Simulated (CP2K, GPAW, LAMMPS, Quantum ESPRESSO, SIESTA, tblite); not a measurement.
# Amorphous SiO1.7 (154 atoms) in CP2K, part 2 of 2

Aim: run amorphous SiO1.7 (154 atoms) in CP2K and see how near its forces come to a plane-wave reference, and at what cost.

Program: CP2K 2026.2; the method stands at each step. Banners, paths, timers and routine set-up lines are dropped from the logs unmarked, and long logs keep their key lines alone; longer cuts are marked.

So far. Step 2 (PBE, DZVP-UZH, 600/50 Ry, diagonalisation): Forces lie 6.4 % from the reference's, at 0.22 times its CPU time (on 4 against 2 cores). Step 3 (PBE, SZV-MOLOPT-SR, 600/50 Ry, diagonalisation): Against the first run (6.4 %), the force difference from the reference is 55 %, at 0.49 times the CPU time (on 2 against 4 cores), with 616 basis functions against 2002; this set comes with other potentials too, so the change isn't the basis's alone.

**4. PBE, DZVP-MOLOPT-SR, 600/50 Ry, diagonalisation**

Method: Kohn-Sham DFT, PBE, GTH-PBE pseudopotentials, Gaussian and plane waves, DZVP-MOLOPT-SR-GTH, diagonalisation.

The input, input.inp:

```
&GLOBAL
  PROJECT cell
  RUN_TYPE ENERGY_FORCE
  PRINT_LEVEL LOW
&END GLOBAL
&FORCE_EVAL
  METHOD QS
  STRESS_TENSOR ANALYTICAL
  &DFT
    BASIS_SET_FILE_NAME BASIS_MOLOPT
    POTENTIAL_FILE_NAME GTH_POTENTIALS
    &MGRID
      CUTOFF 600
      REL_CUTOFF 50
      NGRIDS 5
    &END MGRID
    &QS
      EPS_DEFAULT 1.0E-12
    &END QS
    &SCF
      SCF_GUESS ATOMIC
      EPS_SCF 5.0E-06
      MAX_SCF 200
      ADDED_MOS 19
      &DIAGONALIZATION
        ALGORITHM STANDARD
      &END DIAGONALIZATION
      &SMEAR ON
        METHOD FERMI_DIRAC
        ELECTRONIC_TEMPERATURE [K] 580
      &END SMEAR
      &MIXING
        METHOD BROYDEN_MIXING
        ALPHA 0.3
        NBROYDEN 12
      &END MIXING
      &PRINT
        &RESTART OFF
        &END RESTART
      &END PRINT
    &END SCF
    &XC
      &XC_FUNCTIONAL PBE
      &END XC_FUNCTIONAL
    &END XC
    &PRINT
      &MULLIKEN ON
      &END MULLIKEN
      &HIRSHFELD ON
        SHAPE_FUNCTION DENSITY
      &END HIRSHFELD
      &MO ON
        EIGENVALUES T
        OCCUPATION_NUMBERS T
        MO_INDEX_RANGE 394 417
        &EACH
          QS_SCF 0
        &END EACH
        ADD_LAST NUMERIC
      &END MO
    &END PRINT
  &END DFT
  &SUBSYS
    &CELL
      A 13.31250 0.00000 0.00000
      B 0.00000 13.31250 0.00000
      C 0.00000 0.00000 13.31250
    &END CELL
    &COORD
[... 154 atom lines left out: the same atoms as in the first run ...]
    &END COORD
    &KIND Si
      BASIS_SET DZVP-MOLOPT-SR-GTH-q4
      POTENTIAL GTH-PBE-q4
    &END KIND
    &KIND O
      BASIS_SET DZVP-MOLOPT-SR-GTH-q6
      POTENTIAL GTH-PBE-q6
    &END KIND
  &END SUBSYS
  &PRINT
    &FORCES ON
    &END FORCES
    &STRESS_TENSOR ON
    &END STRESS_TENSOR
  &END PRINT
&END FORCE_EVAL
```

Launch:

```sh
OMP_NUM_THREADS=1 mpirun -np 4 cp2k.psmp -i input.inp > output.txt
```

Numbers of over 12 decimals in the logs are rounded to 6 here.

The program printed:

```text
CP2K| version string:                                       CP2K version 2026.2
 CP2K| Input file name                                                 input.inp
 GLOBAL| Basis set file name                                        BASIS_MOLOPT
 GLOBAL| Potential file name                                      GTH_POTENTIALS
 GLOBAL| Run type                                                   ENERGY_FORCE
 GLOBAL| Total number of message passing processes                             4
 GLOBAL| Number of threads for this process                                    1
 TOTAL NUMBERS AND MAXIMUM NUMBERS
  Total number of            - Atomic kinds:                                   2
                             - Atoms:                                        154
[... lines left out ...]
                        Smear method:                                FERMI_DIRAC
[... lines left out ...]
 Number of electrons:                                                        810
[... lines left out ...]
  Step     Update method      Time    Convergence         Total energy    Change
[... lines left out ...]
  *** SCF run converged in    28 steps ***
[... lines left out ...]
  Fermi energy:                                                 0.182445
  Total energy:                                             -1783.356660
  Total energy (extrapolated to T->0):                      -1783.351376
[... lines left out ...]
 MO| E(Fermi):            0.182445 a.u.          4.964575 eV
[... lines left out ...]
 !-----------------------------------------------------------------------------!
 !-----------------------------------------------------------------------------!
                           Hirshfeld Charges
  #Atom  Element  Kind  Ref Charge     Population                    Net charge
      1       Si     1       4.000          3.466                         0.534
      2       Si     1       4.000          3.623                         0.377
      3       Si     1       4.000          3.469                         0.531
[...]
153       O      2       6.000          6.285                        -0.285
    154       O      2       6.000          6.307                        -0.307
  Total Charge                                                           -0.000
 !-----------------------------------------------------------------------------!
 ENERGY| Total FORCE_EVAL ( QS ) energy [hartree]          -1783.356636
 FORCES| Atomic forces [hartree/bohr]
 FORCES|   Atom     x               y               z               |f|
 FORCES|      1  4.56609988E-02 -1.19889445E-02 -2.13169943E-02   5.17984155E-02
 FORCES|      2  6.26761388E-02  3.03774335E-02 -2.03579089E-02   7.25639807E-02
 FORCES|      3  3.13034215E-02  3.03246631E-02 -6.00049319E-02   7.41625326E-02
[...]
FORCES|    153  4.38081805E-03  8.93037649E-03 -1.55116287E-03   1.00672388E-02
 FORCES|    154 -1.55681452E-02 -3.57166999E-02 -2.28547439E-02   4.51706665E-02
 FORCES| Sum    -9.07460668E-03 -2.30009201E-03  1.06569653E-02
 FORCES| Total atomic force                                       1.41848447E-02
 STRESS| Analytical stress tensor [bar]
 STRESS|                        x                   y                   z
 STRESS|      x        2.25847386037E+04   1.24667803957E+04  -2.16728396968E+04
 STRESS|      y        1.24667803957E+04   5.01483695956E+04   7.73050092187E+03
 STRESS|      z       -2.16728396968E+04   7.73050092187E+03   1.29615125847E+04
 STRESS| 1/3 Trace                                             2.85648735946E+04
```

Wall time 3.7 min (4 MPI ranks of Arm Neoverse V2, shared host); peak memory 8.1 GiB.

Against the reference:

* r.m.s. force component: 1.447 eV/Å
* r.m.s. difference of force components: 116.6 meV/Å
* longest difference of force vectors: 471.6 meV/Å
* force difference over r.m.s. force: 8.217 %
* slope of forces against the reference's: 1.017
* correlation of force components: 0.9969
* pressure: 2.857 GPa
* pressure difference: 1.011 GPa

Against the first run (6.4 %), the force difference from the reference is 8.2 %, at 0.77 times the CPU time, with 2002 basis functions against 2002; this set comes with other potentials too, so the change isn't the basis's alone.

The forces add up to 0.73 eV/Å instead of zero, usually a sign of too coarse a grid.

**5. The ladder**

Differences are against the plane-wave reference, forces as r.m.s. over components; share is that over the reference's r.m.s. force, slope the least-squares factor from reference forces to these. Total energies of different programs have different zeros and aren't compared.

```csv
run,"Δ force, r.m.s. (meV/Å)",share (%),slope,Δ pressure (GPa),cores,CPU time,memory (GiB)
reference,-,-,-,-,2,87 min,10
"CP2K PBE, DZVP-UZH, 600/50 Ry, diagonalisation",91.5,6.45,1.018,0.853,4,19 min,8.3
"CP2K PBE, SZV-MOLOPT-SR, 600/50 Ry, diagonalisation (coarse)",778,54.8,1.097,22.3,2,9.5 min,6.4
"CP2K PBE, DZVP-MOLOPT-SR, 600/50 Ry, diagonalisation",117,8.22,1.017,1.01,4,15 min,8.1
```

Rows marked coarse were listed beforehand as settings not expected to be converged; some can still land near the reference.

CPU time is summed over cores on a shared host, where runs went side by side, so it is rough. Symmetry, cutoffs, thresholds, outputs and thread counts weren't matched or tuned between programs; memory under MPI is the largest rank's times the ranks.

Mean charges by element (e), by run and scheme:

| run | scheme | Si | O |
| --- | --- | --- | --- |
| CP2K PBE, DZVP-UZH, 600/50 Ry, diagonalisation | Mulliken | +0.89 | -0.52 |
| CP2K PBE, DZVP-UZH, 600/50 Ry, diagonalisation | Hirshfeld | +0.46 | -0.27 |
| CP2K PBE, DZVP-MOLOPT-SR, 600/50 Ry, diagonalisation | Mulliken | +0.75 | -0.44 |
| CP2K PBE, DZVP-MOLOPT-SR, 600/50 Ry, diagonalisation | Hirshfeld | +0.47 | -0.28 |

**6. What came out**

| Property | Result |
| --- | --- |
| nearest in forces | CP2K PBE, DZVP-UZH, 600/50 Ry, diagonalisation, 6.4 % |
| its CPU time | 19 min |

What this shows: The PBE runs in local orbitals, coarse settings apart, differ by 6.4 % (CP2K PBE, DZVP-UZH, 600/50 Ry, diagonalisation) to 8.2 % (CP2K PBE, DZVP-MOLOPT-SR, 600/50 Ry, diagonalisation); basis, grid and potentials can all enter. Runs with settings chosen to be coarse differ by 55 % (CP2K PBE, SZV-MOLOPT-SR, 600/50 Ry, diagonalisation), their programs' other errors included. Of the electronic-structure runs that take under half the reference's CPU time, CP2K PBE, DZVP-UZH, 600/50 Ry, diagonalisation comes nearest, at 6.4 % in 19 min against 87 min. In pressure, CP2K PBE, SZV-MOLOPT-SR, 600/50 Ry, diagonalisation misses by +22.3 GPa, at the same functional. Charges hang on scheme and program or settings: among these rows the mean for Si runs from +0.46 to +0.89 e. The reference's pressure holds the uncorrected Pulay stress of its 60 Ry basis, so small pressure differences, and their order, may be the reference's own error. The quench rate of 300 K/ps is many orders above laboratory rates, so the cell is likely richer in defects and strain than a real sample. The network of bonds at the start is that of the classical potential that made the cell, and needn't be the one that DFT or experiment would give. The reference's stress is far from hydrostatic: its diagonal is 1.2, 4.1, 0.2 GPa, compression counted positive. The electronic-structure runs sample only Γ, in a cell whose shortest periodic width is 13 Å, which is coarse for a cell with partly filled levels.

[Also dropped from logs without a mark: logging warnings of Python, and SIESTA's first energy breakdown and zero terms.]

[Logs are printed without paths, hosts, clocks, repeated set-up lines and the standing remarks that a program may print on its own settings, such as how far it seeks lower states.]

[Hosts, paths, dates, database ids (printed as entryN), source tags and the programs' standing remarks are cut or masked in the printed files.]
